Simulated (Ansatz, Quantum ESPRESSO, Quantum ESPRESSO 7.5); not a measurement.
## Conductance against width: vacuum gaps between two Na(100) faces

How fast does transmission decay with width? The series: vacuum gaps between two Na(100) faces.

Main program and level: Quantum ESPRESSO 7.5; plane-wave DFT, PBE, GBRV ultrasoft pseudopotentials (cross-check by Ansatz 0.2.0 with PAW datasets).

## 1. The structure

The cell holds 16 atoms: 16 Na. Its edges and angles: a = 4.200 Å, b = 4.200 Å, c = 36.500 Å, α = 90.0°, β = 90.0°, γ = 90.0°. It derives from Na. Regions: left lead, 8 atoms (8 Na); right lead, 8 atoms (8 Na). The structure is stacked, and the current runs, along c.

## 2. SCF with pw.x, 5 Å

One periodic cell holds a lead period, the junction and more lead; the atoms stay as built.

The input, j0.scf.in:

```
&control
  prefix = 'j0.scf'
  outdir = './out'
  pseudo_dir = './pseudo'
  calculation = 'scf'
  tprnfor = .true.
/
&system
  ibrav = 0
  nat = 16
  ntyp = 1
  ecutwfc = 40
  ecutrho = 200
  occupations = 'smearing'
  smearing = 'mv'
  degauss = 0.01
/
&electrons
  conv_thr = 1e-07
  mixing_beta = 0.25
  electron_maxstep = 120
  mixing_mode = 'local-TF'
/
ATOMIC_SPECIES
  Na  22.9898  na_pbe_v1.5.uspp.F.UPF
CELL_PARAMETERS angstrom
  4.20000000000000 0.00000000000000 0.00000000000000
  0.00000000000000 4.20000000000000 0.00000000000000
  0.00000000000000 0.00000000000000 36.50000000000000
ATOMIC_POSITIONS crystal
  Na  0.000000000000 0.000000000000 0.000000000000
  Na  0.500000000000 0.500000000000 0.057534246575
  Na  0.000000000000 0.000000000000 0.115068493151
  Na  0.500000000000 0.500000000000 0.172602739726
  Na  0.000000000000 0.000000000000 0.230136986301
  Na  0.500000000000 0.500000000000 0.287671232877
  Na  0.000000000000 0.000000000000 0.345205479452
  Na  0.500000000000 0.500000000000 0.402739726027
  Na  0.000000000000 0.000000000000 0.539726027397
  Na  0.500000000000 0.500000000000 0.597260273973
  Na  0.000000000000 0.000000000000 0.654794520548
  Na  0.500000000000 0.500000000000 0.712328767123
  Na  0.000000000000 0.000000000000 0.769863013699
  Na  0.500000000000 0.500000000000 0.827397260274
  Na  0.000000000000 0.000000000000 0.884931506849
  Na  0.500000000000 0.500000000000 0.942465753425
K_POINTS automatic
  6 6 1 0 0 0
```

Run with:

```
> OMP_NUM_THREADS=1 mpirun -n 4 pw.x -nk 2 -in j0.scf.in > j0.scf.out
```

The log of the run:

```text
Program PWSCF v.7.5 starts

     Parallel version (MPI & OpenMP), running on       4 processor cores
     Number of MPI processes:                 4
     Threads/MPI process:                     1

     MPI processes distributed on     1 nodes

     Current dimensions of program PWSCF are:
     Max number of different atomic species (ntypx) = 10
     Max number of k-points (npk) =  40000
     Max angular momentum in pseudopotentials (lmaxx) =  4
     Message from routine setup:
     using ibrav=0 with symmetry is DISCOURAGED, use correct ibrav instead

     K-points division:     npool     =       2
     R & G space division:  proc/nbgrp/npool/nimage =       2
     Subspace diagonalization in iterative solution of the eigenvalue problem:
     a serial algorithm will be used

     Parallelization info
     --------------------
     sticks:   dense  smooth     PW     G-vecs:    dense   smooth      PW
     Min         498     396    120               103702    74172   12030
     Max         499     397    121               103717    74201   12049
     Sum         997     793    241               207419   148373   24079

     Using Slab Decomposition

     bravais-lattice index     =            0
     lattice parameter (alat)  =       7.9368  a.u.
     unit-cell volume          =    4344.9826 (a.u.)^3
     number of atoms/cell      =           16
     number of atomic types    =            1
     number of electrons       =       144.00
     number of Kohn-Sham states=           86
     kinetic-energy cutoff     =      40.0000  Ry
     charge density cutoff     =     200.0000  Ry
     scf convergence threshold =      1.0E-07
     mixing beta               =       0.2500
     number of iterations used =            8  local-TF  mixing
     Exchange-correlation=  SLA  PW   PBX  PBC
                           (   1   4   3   4   0   0   0)

     celldm(1)=   7.936850  celldm(2)=   0.000000  celldm(3)=   0.000000
     celldm(4)=   0.000000  celldm(5)=   0.000000  celldm(6)=   0.000000

     crystal axes: (cart. coord. in units of alat)
               a(1) = (   1.000000   0.000000   0.000000 )
               a(2) = (   0.000000   1.000000   0.000000 )
               a(3) = (   0.000000   0.000000   8.690476 )

     reciprocal axes: (cart. coord. in units 2 pi/alat)
               b(1) = (  1.000000  0.000000  0.000000 )
               b(2) = (  0.000000  1.000000  0.000000 )
               b(3) = (  0.000000  0.000000  0.115068 )

     PseudoPot. # 1 for Na read from file:
     ./pseudo/na_pbe_v1.5.uspp.F.UPF
     Pseudo is Ultrasoft, Zval =  9.0
     Generated by new atomic code, or converted to UPF format
     Using radial grid of  819 points,  5 beta functions with:
                l(1) =   0
                l(2) =   0
                l(3) =   1
                l(4) =   1
                l(5) =   2
     Q(r) pseudized with  8 coefficients,  rinner =    1.250   1.250   1.250
                                                       1.250   1.250

     atomic species   valence    mass     pseudopotential
     Na                9.00    22.98980     Na( 1.00)

      8 Sym. Ops. (no inversion) found

   Cartesian axes

     site n.     atom                  positions (alat units)
         1        Na     tau(   1) = (   0.0000000   0.0000000   0.0000000  )
         2        Na     tau(   2) = (   0.5000000   0.5000000   0.5000000  )
         3        Na     tau(   3) = (   0.0000000   0.0000000   1.0000000  )
         4        Na     tau(   4) = (   0.5000000   0.5000000   1.5000000  )
         5        Na     tau(   5) = (   0.0000000   0.0000000   2.0000000  )
         6        Na     tau(   6) = (   0.5000000   0.5000000   2.5000000  )
         7        Na     tau(   7) = (   0.0000000   0.0000000   3.0000000  )
         8        Na     tau(   8) = (   0.5000000   0.5000000   3.5000000  )
         9        Na     tau(   9) = (   0.0000000   0.0000000   4.6904762  )
        10        Na     tau(  10) = (   0.5000000   0.5000000   5.1904762  )
        11        Na     tau(  11) = (   0.0000000   0.0000000   5.6904762  )
        12        Na     tau(  12) = (   0.5000000   0.5000000   6.1904762  )
        13        Na     tau(  13) = (   0.0000000   0.0000000   6.6904762  )
        14        Na     tau(  14) = (   0.5000000   0.5000000   7.1904762  )
        15        Na     tau(  15) = (   0.0000000   0.0000000   7.6904762  )
        16        Na     tau(  16) = (   0.5000000   0.5000000   8.1904762  )

     number of k points=    10  Marzari-Vanderbilt smearing, width (Ry)=  0.0100
                       cart. coord. in units 2pi/alat
        k(    1) = (   0.0000000   0.0000000   0.0000000), wk =   0.0555556
        k(    2) = (   0.0000000   0.1666667   0.0000000), wk =   0.2222222
        k(    3) = (   0.0000000   0.3333333   0.0000000), wk =   0.2222222
        k(    4) = (   0.0000000  -0.5000000   0.0000000), wk =   0.1111111
        k(    5) = (   0.1666667   0.1666667   0.0000000), wk =   0.2222222
        k(    6) = (   0.1666667   0.3333333   0.0000000), wk =   0.4444444
        k(    7) = (   0.1666667  -0.5000000   0.0000000), wk =   0.2222222
        k(    8) = (   0.3333333   0.3333333   0.0000000), wk =   0.2222222
        k(    9) = (   0.3333333  -0.5000000   0.0000000), wk =   0.2222222
        k(   10) = (  -0.5000000  -0.5000000   0.0000000), wk =   0.0555556

     Dense  grid:   207419 G-vectors     FFT dimensions: (  36,  36, 320)

     Smooth grid:   148373 G-vectors     FFT dimensions: (  32,  32, 288)

     Estimated max dynamical RAM per process >     281.56 MB

     Estimated total dynamical RAM >       1.05 GB

     Initial potential from superposition of free atoms

     starting charge     143.8994, renormalised to     144.0000
     Starting wfcs are   80 randomized atomic wfcs +    6 random wfcs

     total cpu time spent up to now is        2.7 secs

     per-process dynamical memory:   151.0 Mb

     Self-consistent Calculation

     iteration #  1     ecut=    40.00 Ry     beta= 0.25
     Davidson diagonalization with overlap
     ethr =  1.00E-02,  avg # of iterations =  6.0

     Threshold (ethr) on eigenvalues was too large:
     Diagonalizing with lowered threshold

     Davidson diagonalization with overlap
     ethr =  3.64E-04,  avg # of iterations =  4.2

     total cpu time spent up to now is       19.1 secs

     total energy              =   -1525.51356974 Ry
     estimated scf accuracy    <       0.53269465 Ry

     iteration #  2     ecut=    40.00 Ry     beta= 0.25

     total energy              =   -1525.48159065 Ry
[...]
estimated scf accuracy    <       0.00020943 Ry

     iteration #  8     ecut=    40.00 Ry     beta= 0.25

     total energy              =   -1525.49804554 Ry
     estimated scf accuracy    <       0.00002218 Ry

     iteration #  9     ecut=    40.00 Ry     beta= 0.25

     total energy              =   -1525.49804531 Ry
     estimated scf accuracy    <       0.00001295 Ry

     iteration # 10     ecut=    40.00 Ry     beta= 0.25

     total energy              =   -1525.49804643 Ry
     estimated scf accuracy    <       0.00000079 Ry

     iteration # 11     ecut=    40.00 Ry     beta= 0.25

     End of self-consistent calculation

          k = 0.0000 0.0000 0.0000 ( 18411 PWs)   bands (ev):

   -52.0869 -52.0869 -51.7435 -51.7435 -51.7373 -51.7372 -51.7350 -51.7350
   -51.7222 -51.7222 -51.7110 -51.7101 -51.7101 -51.7092 -51.6650 -51.6649
   -24.0094 -24.0093 -24.0002 -24.0002 -24.0002 -24.0002 -23.6722 -23.6722
   -23.6690 -23.6690 -23.6690 -23.6690 -23.6602 -23.6601 -23.6562 -23.6562
   -23.6562 -23.6562 -23.6519 -23.6519 -23.6493 -23.6491 -23.6490 -23.6490
   -23.6490 -23.6490 -23.6477 -23.6477 -23.6461 -23.6461 -23.6387 -23.6339
   -23.6339 -23.6324 -23.6291 -23.6287 -23.6287 -23.6268 -23.6268 -23.6224
   -23.6207 -23.6207 -23.5882 -23.5881 -23.5823 -23.5823 -23.5822 -23.5822
    -1.9602  -1.8700  -1.7374  -1.5040  -1.2598  -0.8908  -0.6020  -0.0420
     0.2285   1.0106   1.1871   2.2484   2.3198   3.6318   3.6750   5.1185
     5.1932   5.8409   5.9267   6.0571   6.2176   6.2177

          k = 0.0000 0.1667 0.0000 ( 18514 PWs)   bands (ev):

   -52.0869 -52.0869 -51.7435 -51.7434 -51.7373 -51.7372 -51.7350 -51.7350
   -51.7221 -51.7221 -51.7108 -51.7101 -51.7101 -51.7093 -51.6649 -51.6649
   -24.0093 -24.0093 -24.0015 -24.0014 -24.0001 -24.0000 -23.6732 -23.6732
   -23.6715 -23.6715 -23.6677 -23.6677 -23.6598 -23.6598 -23.6569 -23.6569
   -23.6561 -23.6561 -23.6516 -23.6515 -23.6512 -23.6503 -23.6499 -23.6499
   -23.6496 -23.6496 -23.6488 -23.6488 -23.6463 -23.6450 -23.6371 -23.6364
   -23.6333 -23.6307 -23.6303 -23.6288 -23.6281 -23.6279 -23.6274 -23.6220
   -23.6216 -23.6212 -23.5877 -23.5877 -23.5833 -23.5832 -23.5825 -23.5825
    -1.7161  -1.6262  -1.4942  -1.2618  -1.0186  -0.6511  -0.3635   0.1943
     0.4634   1.2422   1.4167   2.4686   2.5375   3.7164   3.7522   3.8095
     3.9932   4.2212   4.3672   4.5399   4.8741   5.1487

          k = 0.0000 0.3333 0.0000 ( 18524 PWs)   bands (ev):

   -52.0868 -52.0868 -51.7433 -51.7433 -51.7373 -51.7372 -51.7350 -51.7350
   -51.7220 -51.7220 -51.7105 -51.7101 -51.7100 -51.7096 -51.6649 -51.6649
   -24.0092 -24.0091 -24.0040 -24.0040 -23.9998 -23.9998 -23.6758 -23.6758
   -23.6750 -23.6750 -23.6645 -23.6645 -23.6607 -23.6607 -23.6575 -23.6575
   -23.6563 -23.6563 -23.6546 -23.6544 -23.6521 -23.6521 -23.6519 -23.6514
   -23.6511 -23.6508 -23.6500 -23.6499 -23.6431 -23.6426 -23.6389 -23.6369
   -23.6320 -23.6317 -23.6302 -23.6291 -23.6288 -23.6282 -23.6277 -23.6253
   -23.6213 -23.6213 -23.5870 -23.5870 -23.5852 -23.5852 -23.5830 -23.5830
    -0.9903  -0.9016  -0.7714  -0.5418  -0.3013   0.0615   0.3458   0.8958
     1.1613   1.8175   1.9008   1.9148   2.0284   2.0770   2.2312   2.4419
     2.8470   3.1342   3.2768   3.3158   3.6986   3.9527

          k = 0.0000-0.5000 0.0000 ( 18508 PWs)   bands (ev):

   -52.0868 -52.0868 -51.7432 -51.7432 -51.7373 -51.7373 -51.7350 -51.7350
   -51.7219 -51.7219 -51.7101 -51.7101 -51.7100 -51.7100 -51.6649 -51.6649
   -24.0091 -24.0090 -24.0053 -24.0053 -23.9997 -23.9996 -23.6770 -23.6769
   -23.6768 -23.6768 -23.6619 -23.6619 -23.6618 -23.6617 -23.6575 -23.6575
   -23.6572 -23.6572 -23.6561 -23.6561 -23.6533 -23.6533 -23.6527 -23.6527
   -23.6506 -23.6506 -23.6505 -23.6505 -23.6411 -23.6411 -23.6393 -23.6393
   -23.6306 -23.6306 -23.6296 -23.6296 -23.6291 -23.6291 -23.6281 -23.6281
   -23.6212 -23.6212 -23.5867 -23.5867 -23.5861 -23.5861 -23.5833 -23.5832
     0.1979   0.1979   0.2845   0.2845   0.4120   0.4120   0.6361   0.6361
     0.8731   0.8732   1.2264   1.2264   1.5057   1.5057   1.9838   1.9838
     2.4075   2.4075   3.1139   3.1139   3.3164   3.3164

          k = 0.1667 0.1667 0.0000 ( 18521 PWs)   bands (ev):

   -52.0869 -52.0868 -51.7434 -51.7434 -51.7373 -51.7372 -51.7350 -51.7350
   -51.7221 -51.7220 -51.7107 -51.7101 -51.7101 -51.7094 -51.6649 -51.6649
   -24.0092 -24.0092 -24.0013 -24.0013 -24.0013 -24.0013 -23.6732 -23.6731
   -23.6710 -23.6710 -23.6703 -23.6703 -23.6591 -23.6590 -23.6574 -23.6574
   -23.6563 -23.6563 -23.6527 -23.6527 -23.6513 -23.6501 -23.6500 -23.6499
   -23.6495 -23.6494 -23.6494 -23.6490 -23.6479 -23.6472 -23.6366 -23.6354
   -23.6350 -23.6306 -23.6300 -23.6298 -23.6297 -23.6275 -23.6270 -23.6227
   -23.6220 -23.6209 -23.5876 -23.5876 -23.5837 -23.5836 -23.5832 -23.5831
    -1.4730  -1.3836  -1.2522  -1.0208  -0.7784  -0.4125  -0.1260   0.4295
     0.6974   1.4724   1.6453   2.6875   2.7545   3.8150   3.8952   3.9196
     3.9763   4.0164   4.2252   4.3094   4.4585   4.5020

          k = 0.1667 0.3333 0.0000 ( 18592 PWs)   bands (ev):

   -52.0868 -52.0868 -51.7433 -51.7432 -51.7372 -51.7372 -51.7350 -51.7349
   -51.7220 -51.7219 -51.7104 -51.7101 -51.7100 -51.7096 -51.6649 -51.6648
   -24.0090 -24.0090 -24.0039 -24.0039 -24.0011 -24.0011 -23.6750 -23.6750
   -23.6740 -23.6740 -23.6690 -23.6690 -23.6594 -23.6594 -23.6579 -23.6579
   -23.6566 -23.6566 -23.6537 -23.6536 -23.6531 -23.6529 -23.6521 -23.6508
   -23.6508 -23.6504 -23.6498 -23.6498 -23.6476 -23.6458 -23.6385 -23.6355
   -23.6343 -23.6324 -23.6309 -23.6308 -23.6278 -23.6277 -23.6274 -23.6244
   -23.6222 -23.6216 -23.5873 -23.5873 -23.5852 -23.5852 -23.5837 -23.5837
    -0.7505  -0.6622  -0.5326  -0.3040  -0.0643   0.2969   0.5802   1.1274
     1.3919   2.0407   2.1233   2.1399   2.2500   2.3007   2.4513   2.6608
     3.0642   3.3519   3.4818   3.5187   3.9081   4.1648

[...]
the Fermi energy is     1.2614 ev

!    total energy              =   -1525.49804720 Ry
     estimated scf accuracy    <       0.00000003 Ry
     smearing contrib. (-TS)   =      -0.00040305 Ry
     internal energy E=F+TS    =   -1525.49764415 Ry

     The total energy is F=E-TS. E is the sum of the following terms:
     one-electron contribution =   -1731.97850974 Ry
     hartree contribution      =     870.26353124 Ry
     xc contribution           =    -228.91193057 Ry
     ewald contribution        =    -434.87073507 Ry

     convergence has been achieved in  11 iterations

     Forces acting on atoms (cartesian axes, Ry/au):

     atom    1 type  1   force =     0.00000000    0.00000000    0.00024287
     atom    2 type  1   force =     0.00000000    0.00000000   -0.00050050
     atom    3 type  1   force =     0.00000000    0.00000000    0.00108976
     atom    4 type  1   force =     0.00000000    0.00000000   -0.00056705
     atom    5 type  1   force =     0.00000000    0.00000000   -0.00071242
     atom    6 type  1   force =     0.00000000    0.00000000    0.00029794
     atom    7 type  1   force =     0.00000000    0.00000000   -0.00043537
     atom    8 type  1   force =     0.00000000    0.00000000    0.00279020
     atom    9 type  1   force =     0.00000000    0.00000000   -0.00278764
     atom   10 type  1   force =     0.00000000    0.00000000    0.00043608
     atom   11 type  1   force =     0.00000000    0.00000000   -0.00029863
     atom   12 type  1   force =     0.00000000    0.00000000    0.00071173
     atom   13 type  1   force =     0.00000000    0.00000000    0.00056591
     atom   14 type  1   force =     0.00000000    0.00000000   -0.00108868
     atom   15 type  1   force =     0.00000000    0.00000000    0.00049510
     atom   16 type  1   force =     0.00000000    0.00000000   -0.00023929

     Total force =     0.004556     Total SCF correction =     0.000620
     SCF correction compared to forces is large: reduce conv_thr to get better values

=------------------------------------------------------------------------------=
   JOB DONE.
=------------------------------------------------------------------------------=
```

Run time: 97 s. Hardware: 4 MPI ranks of Arm Neoverse V1, shared host; peak memory 1.1 GiB; 6.4 min of CPU time.

Read from the output:

- free energy: -20755.4583 eV
- Fermi energy: 1.261 eV

The run needed 11 iterations to bring the estimated error under 1e-07 Ry; the largest force on any atom, held or free, is 0.07 eV/Å.

(Part 1 of 5 ends here.)

[Long decimals in the printed logs are rounded to 6 places.]

[Repeated lines of the later SCF iterations (solver, time, negative density, dipole) and banner, clock, host and MPI lines are left out of these logs without a mark at each place.]

[Logs are printed without paths, hosts, clocks, repeated set-up lines and the standing remarks that a program may print on its own settings, such as how far it seeks lower states.]

[Hosts, paths, dates, database ids (printed as entryN), source tags and the programs' standing remarks are cut or masked in the printed files.]

[Maps of the electrostatic potential energy from Ansatz leave out the sawtooth potential of an applied field or a dipole correction, so their vacuum need not be flat; planar profiles and work functions include it.]
